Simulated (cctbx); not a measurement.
**Solving a structure by charge flipping**

Cell a = 11.9340 Å, b = 11.9340 Å, c = 11.9340 Å, α = 90.00°, β = 90.00°, γ = 90.00°; space group Fm-3m (no. 225); content Tl12 I24 Sn4.

Simulated single-crystal data (cctbx): Mo Kα, λ = 0.71073 Å, to d = 0.65 Å, 50 % of the full sphere, strongest reflection 40000 counts, noise from counting, a 4 % proportional error and a noise floor of 8 counts (s.d.); no absorption.

Charge flipping in P1 on plain amplitudes to 0.9 Å, δ = 0.9 σ, 20 % of the reflections treated as weak, 100 cycles:

```text
cycle      R  skewness
    0  0.567     0.47
    8  0.401     1.77
   16  0.400     2.01
   24  0.413     2.43
   32  0.428     3.07
   40  0.365     6.27
   48  0.245     6.11
   56  0.239     6.02
   64  0.233     5.92
   72  0.235     5.95
   80  0.230     5.92
   88  0.227     5.92
   96  0.233     5.93
origin shift          correlation  skewness
-0.077  0.169 -0.075      0.881      7.77
 0.198  0.338  0.297      0.891      0.88
 0.325  0.062  0.406      0.850      0.38
 0.451  0.324  0.285      0.892      0.46
taken: symmetry correlation 0.881, skewness 7.77
peak      x       y       z  mult  height/sigma
Q1    0.2500  0.2500  0.2500    8     22.2
Q2    0.0000  0.0000  0.0000    4     16.3
Q3    0.0000  0.0000  0.2828   24      9.8
Q4    0.0000  0.0000  0.5000    4      6.3
Q5    0.0000  0.2500  0.2500   24      1.6
Q6    0.1452  0.2500  0.2500   48      1.1
Q7    0.0000  0.0000  0.3925   24      1.0
Q8    0.1908  0.1908  0.3092   32      1.0
Q9    0.0742  0.1903  0.1903   96      0.9
```

The origin is taken among those within 0.04 of the best correlation, by the skewness of the map.

Run time: 2.9 s on 1 thread of Arm Neoverse V2 (shared host), peak memory 0.08 GiB.

**Question.** Which peaks are atoms, and which elements?

Heights go roughly as Z and multiplicities must add up to the content. First model: Q1 = Tl1 (8 in the cell, height 22.2), Q2 = Tl2 (4 in the cell, height 16.3), Q3 = I1 (24 in the cell, height 9.8) and Q4 = Sn1 (4 in the cell, height 6.3). Against the true structure, Q1 is Tl, Q2 is Tl, Q3 is I and Q4 is Sn; the other peaks are not atoms.

Least squares on F², isotropic:

```text
Rint 0.036, 205 unique reflections to 0.65 A
cycle     R1     wR2    GooF  max shift (A)
   1  0.1074  0.2772  15.442   0.04780
   2  0.0098  0.0226   1.259   0.00000
final R1 0.0098 wR2 0.0226 GooF 1.259  parameters 5  data/parameter 41.0
atom        x        y        z      Ueq    occ   su(xyz)  su(Uiso or U11)
Tl1    0.25000  0.25000  0.25000   0.0196  1.000  0.00000  0.0001
Tl2    0.00000  0.00000  0.00000   0.0149  1.000  0.00000  0.0001
I1     0.00000  0.00000  0.28681   0.0157  1.000  0.00002  0.0001
Sn1    0.00000  0.00000  0.50000   0.0220  1.000  0.00000  0.0002
difference map: max 0.75 min -1.51 rms 0.15
Q1    0.0000  0.0000  0.5000    4    0.75  0.00 A from Sn1
Q2    0.0000  0.1147  0.1147   48    0.72  1.94 A from Tl2
Q3    0.0000  0.0384  0.2854   96    0.72  0.46 A from I1
Q4    0.0000  0.0000  0.1011   24    0.54  1.21 A from Tl2
Q5    0.1162  0.1162  0.1162   32    0.50  2.40 A from Tl2
```

Anisotropic refinement:

```text
Rint 0.036, 205 unique reflections to 0.65 A
cycle     R1     wR2    GooF  max shift (A)
   1  0.0098  0.0226   1.264   0.00008
   2  0.0081  0.0169   0.946   0.00000
final R1 0.0081 wR2 0.0169 GooF 0.946  parameters 6  data/parameter 34.2
atom        x        y        z      Ueq    occ   su(xyz)  su(Uiso or U11)
Tl1    0.25000  0.25000  0.25000   0.0195  1.000  0.00000  0.0001
Tl2    0.00000  0.00000  0.00000   0.0148  1.000  0.00000  0.0001
I1     0.00000  0.00000  0.28682   0.0157  1.000  0.00002  0.0001
Sn1    0.00000  0.00000  0.50000   0.0219  1.000  0.00000  0.0001
difference map: max 0.75 min -0.63 rms 0.14
Q1    0.0000  0.1148  0.1148   48    0.76  1.94 A from Tl2
Q2    0.0000  0.0000  0.5000    4    0.75  0.00 A from Sn1
Q3    0.0000  0.0000  0.2597   24    0.71  0.32 A from I1
Q4    0.1163  0.1163  0.1163   32    0.48  2.40 A from Tl2
Q5    0.0000  0.0000  0.1062   24    0.46  1.27 A from Tl2
Q6    0.0000  0.1779  0.2506   96    0.42  2.17 A from I1
```

**Reading.** The refinement ends at R1 = 0.0081, wR2 = 0.0169, GooF = 0.95, with difference density between -0.63 and 0.75 e/Å³. Every site matches the true model in element, within 0.001 Å r.m.s., up to an allowed shift of origin.

True model:

```
atom  mult.    x    y       z  Ueq (Å²)
 Tl1      4  1/2    0       0    0.0148
 Tl2      8  1/4  1/4     3/4    0.0195
  I1     24    0    0  0.7868    0.0156
 Sn1      4    0    0       0    0.0218
```

The model is made up (kin elements in a known structure type, no relaxation), so it says nothing on whether the phase exists.

[Middle refinement cycles are left out of these outputs.]

[Logs are printed without paths, hosts, clocks, repeated set-up lines and the standing remarks that a program may print on its own settings, such as how far it seeks lower states.]
